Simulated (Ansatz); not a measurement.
# AgCl (Chlorargyrite, Fm-3m): a volume series of phonon spectra, part 3 of 4

Aim: how the vibrations of AgCl (Chlorargyrite) shift with volume, and the expansion that follows.

Measurements to reproduce:
- volume expansion coefficient 98.7 1e-6/K near room temperature (given in “Descriptors for thermal expansion in solids”, 2017, arXiv:1701.03966)
- heat capacity C_P per formula unit 53 J/mol/K near room temperature (given in “High-Throughput Prediction of Finite-Temperature Properties using the Quasi-Harmonic Approximation”, 2016, arXiv:1603.06924)

Ansatz 0.2.0; DFT LDA, scalar-relativistic, plane waves, PAW.

So far, highest frequency (cm⁻¹): step 5 (lattice dynamics at this volume, V/V0 1) 212.

The database entry behind the starting cell differs from later determinations by our own check (an axis about 1.4 % short against later determinations), so it need not match the best structure at ambient conditions.

**7. Phonons, V/V0 1.015**

The same q-mesh and k-mesh are kept at every volume, so that much of their error can cancel in the differences.

The input, input.yaml:

```yaml
crystal:
  lattice:
    - [0.0, 2.690386514, 2.690386514]
    - [2.690386514, 0.0, 2.690386514]
    - [2.690386514, 2.690386514, 0.0]
  atoms:
    - { symbol: Ag, position: [0.0, 0.0, 0.0] }
    - { symbol: Cl, position: [0.5, 0.5, 0.5] }
kpoints:
  mp_grid: { grid: [8, 8, 8] }
hamiltonian:
  xc: lda
scf:
  occupations: { method: fixed }
output:
  eigenvalues: true
phonons:
  method: dfpt
  dielectric: true
  rigid_motions: translations
  qmesh: [4, 4, 4]
  temperatures: { t_max: 1000, t_step: 50 }
  qpath:
    path:
      - [[0.0, 0.0, 0.0], [0.5, 0.0, 0.5], [0.625, 0.25, 0.625]]
      - [[0.375, 0.375, 0.75], [0.0, 0.0, 0.0], [0.5, 0.5, 0.5], [0.5, 0.25, 0.75], [0.5, 0.0, 0.5]]
    npoints: 10
```

Command:

```
$ ansatz run input.yaml --threads 4 --pin off --max-ram 16384MiB --backend cpu --events-out ev --progress --plain --runs-dir out
```

Numbers of over 12 decimals in the logs are rounded to 6 here.

What it wrote:

```text
[...]
Crystal: 2 atoms, lattice volume = 38.947 Å³
Basis set: ecut = 420 eV, 749 PW (Γ), exchange–correlation on 54×54×54 points (8 copies of the dense FFT grid, shifted against one another)
Bands: 17, of which v1, the nominal top of the filled ones, is band 13 counted from 1 (12 counted from 0)
Symmetry: 48 space group operations
k-points: 59 of 512 (irreducible under 8 space group operations, time reversal used)
[...]
optical modes at Γ + LO–TO along q̂ = [0.0000, 1.0000, 0.0000]:
      ω (cm⁻¹)  modes    IR ((D/Å)²/amu)
        122.76      2             3.4930
        177.59      1             1.7465
  optical modes at Γ + LO–TO along q̂ = [0.0000, 0.0000, 1.0000]:
      ω (cm⁻¹)  modes    IR ((D/Å)²/amu)
        122.76      2             3.4930
        177.59      1             1.7465
--- Phonons (arbitrary-q DFPT): 8 irreducible q on the 4×4×4 mesh ---
[...]
interpolated dispersion: 63 rows × 6 modes
[...]
[key lines of the parts left out:]
SCF converged after 7 iterations
Free energy (F): -8502.926056 eV
Fermi energy:    9.414873 eV
```

The job ended after 70 s (4 threads of Arm Neoverse V2, shared host; peak memory 1 GiB; 4.5 min of CPU time).

LO-TO term included. The phonon branches at the labelled points (cm⁻¹):

```
    point  branch 1  branch 2  branch 3  branch 4  branch 5  branch 6
        Γ         0         0         0       123       123       178
  halfway        24        24        88       144       144       170
        X        34        34        55       162       162       200
  halfway        37        49        54       155       168       198
        U        44        50        73       134       178       191
jump to K        44        50        73       134       178       191
  halfway        29        51        78        88       149       184
        Γ         0         0         0       123       123       178
  halfway        36        36        78       105       105       192
        L        52        52        69        69       106       206
  halfway        47        57        90       105       144       200
        W        46        46        81       145       183       183
  halfway        38        53        60       154       169       196
        X        34        34        55       162       162       200
```

The phonon branches as a text plot (rows in cm⁻¹):

```
    202 |           ****                      *********       ***
    193 |         **    ***                 **         **   **
    184 |        *         *********     ***             ***
    176 |***    *       *** *       *****                  **
    167 |   ****      **     **                         *    ***
    159 |        *******       *                       *      ***
    150 |       *       *       *                           **
    142 |    ***         *       *                    *  ***
    133 |   *             *       **
    124 |***                        ******           *  *
    116 |                  *        *     **        *  *
    107 |                         **        *   ****  *
     99 |                   ***              ***     *
     90 |      **           *  ***           **     ****
     82 |    **  *         * ** **          *  *   **   ****
     73 |         **      *                     ****        *
     64 |   *            *     *  **       *                 *
     56 |           *****    ***          *      ********    ****
     47 |  *           * ****   *   *         *** ***********
     39 |             ****  ***  *       *  **              *****
     30 |       ******         ** **       *                    *
     21 | *  ***                 *****  * *
     13 |  **                       **   *
      4 |**                          ****
         Γ           X  U|K            Γ         L        W     X
```

No mode is imaginary beyond numerical noise at the solved wavevectors. The highest zone-centre mode (no LO–TO term) moved by -5.5 % for a volume change of +1.5 %.

**8. Single point at a scaled cell, V/V0 0.985**

Symmetry fixes every atom, so a single point at the scaled cell gives the energy and pressure of this member.

The cell differs from the one that the last finished run ended in (a 3.805 → 3.767 Å, b 3.805 → 3.767 Å, c 3.805 → 3.767 Å).

input.yaml, the sections that differ from step 7:

```yaml
crystal:
  lattice:
    - [0.0, 2.6636147229, 2.6636147229]
    - [2.6636147229, 0.0, 2.6636147229]
    - [2.6636147229, 2.6636147229, 0.0]
  atoms:
    - { symbol: Ag, position: [0.0, 0.0, 0.0] }
    - { symbol: Cl, position: [0.5, 0.5, 0.5] }
output:
  forces: true
  stress: true
  eigenvalues: true
# kpoints, hamiltonian, scf: as in step 7
# phonons: removed
```

What it wrote:

```text
[...]
Crystal: 2 atoms, lattice volume = 37.796 Å³
Basis set: ecut = 420 eV, 725 PW (Γ)
Bands: 17, of which v1, the nominal top of the filled ones, is band 13 counted from 1 (12 counted from 0)
Symmetry: 48 space group operations
[...]
k-points: 29 of 512
[...]
--- Band table (eV; the first three rows and the last of 29) ---
  k-point 0: bands = [... 9 lower, 6.9510, 7.1643, 7.1643, 7.1643, 10.6192, 20.4819, 20.4819, 20.4819]
  k-point 1: bands = [... 9 lower, 6.9777, 7.2992, 8.0303, 8.0303, 11.4356, 19.0878, 20.1937, 20.1937]
  k-point 2: bands = [... 9 lower, 7.1513, 7.4795, 8.9657, 8.9657, 12.8341, 17.5035, 18.8407, 18.8407]
  k-point 28: bands = [... 9 lower, 7.5123, 7.5753, 7.6190, 8.4088, 14.1300, 17.6400, 17.6400, 17.7696]
[key lines of the parts left out:]
SCF converged after 7 iterations
Free energy (F): -8502.925918 eV
Fermi energy:    9.985825 eV
P = ⅓ Tr σ = 1.0944 GPa (10.944 kbar)
```

It took 0.45 s on 4 threads; peak memory 0.29 GiB.

The run ends at a pressure of 1.09 GPa.

**9. Phonons, V/V0 0.985**

The same q-mesh and k-mesh are kept at every volume, so that much of their error can cancel in the differences.

input.yaml, the sections that differ from step 8:

```yaml
output:
  eigenvalues: true
phonons:
  method: dfpt
  dielectric: true
  rigid_motions: translations
  qmesh: [4, 4, 4]
  temperatures: { t_max: 1000, t_step: 50 }
  qpath:
    path:
      - [[0.0, 0.0, 0.0], [0.5, 0.0, 0.5], [0.625, 0.25, 0.625]]
      - [[0.375, 0.375, 0.75], [0.0, 0.0, 0.0], [0.5, 0.5, 0.5], [0.5, 0.25, 0.75], [0.5, 0.0, 0.5]]
    npoints: 10
# crystal, kpoints, hamiltonian, scf: as in step 8
```

What it wrote:

```text
[...]
Crystal: 2 atoms, lattice volume = 37.796 Å³
Basis set: ecut = 420 eV, 725 PW (Γ), exchange–correlation on 54×54×54 points (8 copies of the dense FFT grid, shifted against one another)
Bands: 17, of which v1, the nominal top of the filled ones, is band 13 counted from 1 (12 counted from 0)
Symmetry: 48 space group operations
k-points: 59 of 512 (irreducible under 8 space group operations, time reversal used)
[...]
optical modes at Γ + LO–TO along q̂ = [0.0000, 1.0000, 0.0000]:
      ω (cm⁻¹)  modes    IR ((D/Å)²/amu)
        137.09      2             3.4241
        187.38      1             1.7121
  optical modes at Γ + LO–TO along q̂ = [0.0000, 0.0000, 1.0000]:
      ω (cm⁻¹)  modes    IR ((D/Å)²/amu)
        137.09      2             3.4241
        187.38      1             1.7121
--- Phonons (arbitrary-q DFPT): 8 irreducible q on the 4×4×4 mesh ---
[...]
interpolated dispersion: 63 rows × 6 modes
[...]
[key lines of the parts left out:]
SCF converged after 8 iterations
Free energy (F): -8502.925919 eV
Fermi energy:    9.985819 eV
```

The job ended after 69 s (4 threads; peak memory 1 GiB).

No mode is imaginary beyond numerical noise at the solved wavevectors. The highest zone-centre mode (no LO–TO term) moved by +5.5 % for a volume change of -1.5 %.

**10. A cell at another volume, V/V0 1.03**

Symmetry fixes every atom, so a single point at the scaled cell gives the energy and pressure of this member.

The cell differs from the one that the last finished run ended in (a 3.767 → 3.823 Å, b 3.767 → 3.823 Å, c 3.767 → 3.823 Å).

input.yaml, the sections that differ from step 9:

```yaml
crystal:
  lattice:
    - [0.0, 2.7035748939, 2.7035748939]
    - [2.7035748939, 0.0, 2.7035748939]
    - [2.7035748939, 2.7035748939, 0.0]
  atoms:
    - { symbol: Ag, position: [0.0, 0.0, 0.0] }
    - { symbol: Cl, position: [0.5, 0.5, 0.5] }
output:
  forces: true
  stress: true
  eigenvalues: true
# kpoints, hamiltonian, scf: as in step 9
# phonons: removed
```

What it wrote:

```text
[...]
Crystal: 2 atoms, lattice volume = 39.523 Å³
Basis set: ecut = 420 eV, 749 PW (Γ)
Bands: 17, of which v1, the nominal top of the filled ones, is band 13 counted from 1 (12 counted from 0)
Symmetry: 48 space group operations
[...]
k-points: 29 of 512
[...]
--- Band table (eV; the first three rows and the last of 29) ---
  k-point 0: bands = [... 9 lower, 6.3301, 6.5175, 6.5175, 6.5175, 9.7596, 19.6671, 19.6671, 19.6671]
  k-point 1: bands = [... 9 lower, 6.3536, 6.6433, 7.3333, 7.3333, 10.5519, 18.2906, 19.3643, 19.3643]
  k-point 2: bands = [... 9 lower, 6.5099, 6.8100, 8.2037, 8.2037, 11.9303, 16.6763, 18.0224, 18.0224]
  k-point 28: bands = [... 9 lower, 6.8411, 6.8915, 6.9114, 7.6975, 13.2191, 16.7988, 16.7988, 16.9023]
[key lines of the parts left out:]
SCF converged after 7 iterations
Free energy (F): -8502.920838 eV
Fermi energy:    9.142239 eV
P = ⅓ Tr σ = -1.8986 GPa (-18.986 kbar)
```

Wall time 0.44 s (4 threads); peak memory 0.29 GiB; 1.2 s of CPU time.

The run ends at a pressure of -1.90 GPa.

**11. Lattice dynamics at this volume, V/V0 1.03**

Phonons at this volume give one point of F(V, T); meshes stay fixed along the series.

input.yaml, the sections that differ from step 10:

```yaml
output:
  eigenvalues: true
phonons:
  method: dfpt
  dielectric: true
  rigid_motions: translations
  qmesh: [4, 4, 4]
  temperatures: { t_max: 1000, t_step: 50 }
  qpath:
    path:
      - [[0.0, 0.0, 0.0], [0.5, 0.0, 0.5], [0.625, 0.25, 0.625]]
      - [[0.375, 0.375, 0.75], [0.0, 0.0, 0.0], [0.5, 0.5, 0.5], [0.5, 0.25, 0.75], [0.5, 0.0, 0.5]]
    npoints: 10
# crystal, kpoints, hamiltonian, scf: as in step 10
```

What it wrote:

```text
[...]
Crystal: 2 atoms, lattice volume = 39.523 Å³
Basis set: ecut = 420 eV, 749 PW (Γ), exchange–correlation on 54×54×54 points (8 copies of the dense FFT grid, shifted against one another)
Bands: 17, of which v1, the nominal top of the filled ones, is band 13 counted from 1 (12 counted from 0)
Symmetry: 48 space group operations
k-points: 59 of 512 (irreducible under 8 space group operations, time reversal used)
[...]
optical modes at Γ + LO–TO along q̂ = [0.0000, 1.0000, 0.0000]:
      ω (cm⁻¹)  modes    IR ((D/Å)²/amu)
        115.62      2             3.5265
        172.93      1             1.7632
  optical modes at Γ + LO–TO along q̂ = [0.0000, 0.0000, 1.0000]:
      ω (cm⁻¹)  modes    IR ((D/Å)²/amu)
        115.62      2             3.5265
        172.93      1             1.7632
--- Phonons (arbitrary-q DFPT): 8 irreducible q on the 4×4×4 mesh ---
[...]
interpolated dispersion: 63 rows × 6 modes
[...]
[key lines of the parts left out:]
SCF converged after 7 iterations
Free energy (F): -8502.920838 eV
Fermi energy:    9.142239 eV
```

Run time: 70 s. Hardware: 4 threads; peak memory 1 GiB; 4.5 min of CPU time.

LO-TO term included. Phonon branches along the path, in cm⁻¹:

```
    point  branch 1  branch 2  branch 3  branch 4  branch 5  branch 6
        Γ         0         0         0       116       116       173
  halfway        25        25        84       137       137       165
        X        35        35        56       155       155       193
  halfway        38        49        54       148       161       191
        U        44        51        71       127       172       184
jump to K        44        51        71       127       172       184
  halfway        30        44        72        85       142       180
        Γ         0         0         0       116       116       173
  halfway        33        33        76        98        98       187
        L        40        40        66        66       103       200
  halfway        45        56        88        98       137       194
        W        47        47        78       139       176       176
  halfway        39        53        59       148       162       188
        X        35        35        56       155       155       193
```

The phonon branches as a text plot (rows in cm⁻¹):

```
    196 |            **                       *********        **
    188 |         ***  ****                 **         **   ***
    179 |        *         *********     ***             ***
    171 |***    *        ** *       *****                * *
    163 |   ****       **    **                         *   ***
    154 |         *****        *                       *       **
    146 |       **     *                                    ***
    138 |      *        *       *                     *  ***
    129 |    **          **      *
    121 |  **                     ***                *  *
    113 |**                *         ******
    104 |                           *      *    *****  *
     96 |                    **   **        * **      *
     88 |      **           *  ***           *      ****
     79 |    **  *         *     *          * *    **   ****
     71 |         **     **  ** *              ** **        *
     63 |   *       *          *  **       *     *           *
     54 |            ******               *        ******   *****
     46 |  *           * ********   *             ***********
     38 |           *****    *** *       *   ******          ****
     29 |      *****            ****       **
     21 | * ***                   ****  * *
     13 |  *                        **   *
      4 |**                          ****
         Γ           X  U|K            Γ         L        W     X
```

No mode is imaginary beyond numerical noise at the solved wavevectors. The highest zone-centre mode (no LO–TO term) moved by -11.0 % for a volume change of +3.0 %.

**12. Single point at a scaled cell, V/V0 0.97**

Symmetry fixes every atom, so a single point at the scaled cell gives the energy and pressure of this member.

The cell differs from the one that the last finished run ended in (a 3.823 → 3.748 Å, b 3.823 → 3.748 Å, c 3.823 → 3.748 Å).

input.yaml, the sections that differ from step 11:

```yaml
crystal:
  lattice:
    - [0.0, 2.6500246154, 2.6500246154]
    - [2.6500246154, 0.0, 2.6500246154]
    - [2.6500246154, 2.6500246154, 0.0]
  atoms:
    - { symbol: Ag, position: [0.0, 0.0, 0.0] }
    - { symbol: Cl, position: [0.5, 0.5, 0.5] }
output:
  forces: true
  stress: true
  eigenvalues: true
# kpoints, hamiltonian, scf: as in step 11
# phonons: removed
```

What it wrote:

```text
[...]
Crystal: 2 atoms, lattice volume = 37.220 Å³
Basis set: ecut = 420 eV, 725 PW (Γ)
Bands: 17, of which v1, the nominal top of the filled ones, is band 13 counted from 1 (12 counted from 0)
Symmetry: 48 space group operations
[...]
k-points: 29 of 512
[...]
--- Band table (eV; the first three rows and the last of 29) ---
  k-point 0: bands = [... 9 lower, 7.1689, 7.3942, 7.3942, 7.3942, 10.9265, 20.7703, 20.7703, 20.7703]
  k-point 1: bands = [... 9 lower, 7.1967, 7.5307, 8.2769, 8.2769, 11.7509, 19.3687, 20.4861, 20.4861]
  k-point 2: bands = [... 9 lower, 7.3766, 7.7155, 9.2354, 9.2354, 13.1551, 17.7956, 19.1295, 19.1295]
  k-point 28: bands = [... 9 lower, 7.7488, 7.8161, 7.8691, 8.6595, 14.4528, 17.9362, 17.9362, 18.0763]
[key lines of the parts left out:]
SCF converged after 7 iterations
Free energy (F): -8502.919869 eV
Fermi energy:    10.284935 eV
P = ⅓ Tr σ = 2.2922 GPa (22.922 kbar)
```

The job ended after 0.46 s (4 threads; peak memory 0.29 GiB; 1.2 s of CPU time).

The run ends at a pressure of 2.29 GPa.

**13. Lattice dynamics at this volume, V/V0 0.97**

The same q-mesh and k-mesh are kept at every volume, so that much of their error can cancel in the differences.

input.yaml, the sections that differ from step 12:

```yaml
output:
  eigenvalues: true
phonons:
  method: dfpt
  dielectric: true
  rigid_motions: translations
  qmesh: [4, 4, 4]
  temperatures: { t_max: 1000, t_step: 50 }
  qpath:
    path:
      - [[0.0, 0.0, 0.0], [0.5, 0.0, 0.5], [0.625, 0.25, 0.625]]
      - [[0.375, 0.375, 0.75], [0.0, 0.0, 0.0], [0.5, 0.5, 0.5], [0.5, 0.25, 0.75], [0.5, 0.0, 0.5]]
    npoints: 10
# crystal, kpoints, hamiltonian, scf: as in step 12
```

What it wrote:

```text
[...]
Crystal: 2 atoms, lattice volume = 37.220 Å³
Basis set: ecut = 420 eV, 725 PW (Γ), exchange–correlation on 54×54×54 points (8 copies of the dense FFT grid, shifted against one another)
Bands: 17, of which v1, the nominal top of the filled ones, is band 13 counted from 1 (12 counted from 0)
Symmetry: 48 space group operations
k-points: 59 of 512 (irreducible under 8 space group operations, time reversal used)
[...]
optical modes at Γ + LO–TO along q̂ = [0.0000, 1.0000, 0.0000]:
      ω (cm⁻¹)  modes    IR ((D/Å)²/amu)
        144.32      2             3.3887
        192.51      1             1.6943
  optical modes at Γ + LO–TO along q̂ = [0.0000, 0.0000, 1.0000]:
      ω (cm⁻¹)  modes    IR ((D/Å)²/amu)
        144.32      2             3.3887
        192.51      1             1.6943
--- Phonons (arbitrary-q DFPT): 8 irreducible q on the 4×4×4 mesh ---
[...]
interpolated dispersion: 63 rows × 6 modes
[...]
[key lines of the parts left out:]
SCF converged after 8 iterations
Free energy (F): -8502.919869 eV
Fermi energy:    10.284928 eV
```

Run time: 70 s. Hardware: 4 threads; peak memory 1 GiB.

No mode is imaginary beyond numerical noise at the solved wavevectors. The highest zone-centre mode (no LO–TO term) moved by +11.1 % for a volume change of -3.0 %.

**14. A cell at another volume, V/V0 1.05**

Symmetry fixes every atom, so a single point at the scaled cell gives the energy and pressure of this member.

The cell differs from the one that the last finished run ended in (a 3.748 → 3.848 Å, b 3.748 → 3.848 Å, c 3.748 → 3.848 Å).

input.yaml, the sections that differ from step 13:

```yaml
crystal:
  lattice:
    - [0.0, 2.7209617055, 2.7209617055]
    - [2.7209617055, 0.0, 2.7209617055]
    - [2.7209617055, 2.7209617055, 0.0]
  atoms:
    - { symbol: Ag, position: [0.0, 0.0, 0.0] }
    - { symbol: Cl, position: [0.5, 0.5, 0.5] }
output:
  forces: true
  stress: true
  eigenvalues: true
# kpoints, hamiltonian, scf: as in step 13
# phonons: removed
```

What it wrote:

```text
[...]
Crystal: 2 atoms, lattice volume = 40.290 Å³
Basis set: ecut = 420 eV, 749 PW (Γ)
Bands: 17, of which v1, the nominal top of the filled ones, is band 13 counted from 1 (12 counted from 0)
Symmetry: 48 space group operations
[...]
k-points: 29 of 512
[...]
--- Band table (eV; the first three rows and the last of 29) ---
  k-point 0: bands = [... 9 lower, 6.0688, 6.2491, 6.2491, 6.2491, 9.4051, 19.3275, 19.3275, 19.3275]
  k-point 1: bands = [... 9 lower, 6.0910, 6.3689, 7.0424, 7.0424, 10.1867, 17.9567, 19.0170, 19.0170]
  k-point 2: bands = [... 9 lower, 6.2403, 6.5297, 7.8859, 7.8859, 11.5549, 16.3305, 17.6800, 17.6800]
  k-point 28: bands = [... 9 lower, 6.5598, 6.6047, 6.6157, 7.3996, 12.8398, 16.4463, 16.4463, 16.5405]
[key lines of the parts left out:]
SCF converged after 7 iterations
Free energy (F): -8502.909100 eV
Fermi energy:    8.791211 eV
P = ⅓ Tr σ = -2.9824 GPa (-29.824 kbar)
```

Elapsed: 0.45 s, on 4 threads; peak memory 0.29 GiB.

The run ends at a pressure of -2.98 GPa.

[end of part 3 of 4]

[Logs are printed without paths, hosts, clocks, repeated set-up lines and the standing remarks that a program may print on its own settings, such as how far it seeks lower states.]

[Hosts, paths, dates, database ids (printed as entryN), source tags and the programs' standing remarks are cut or masked in the printed files.]

[A step with changed settings may run another functional than the one named; its input shows which.]

[Of the runs on displaced cells, only some may be shown.]
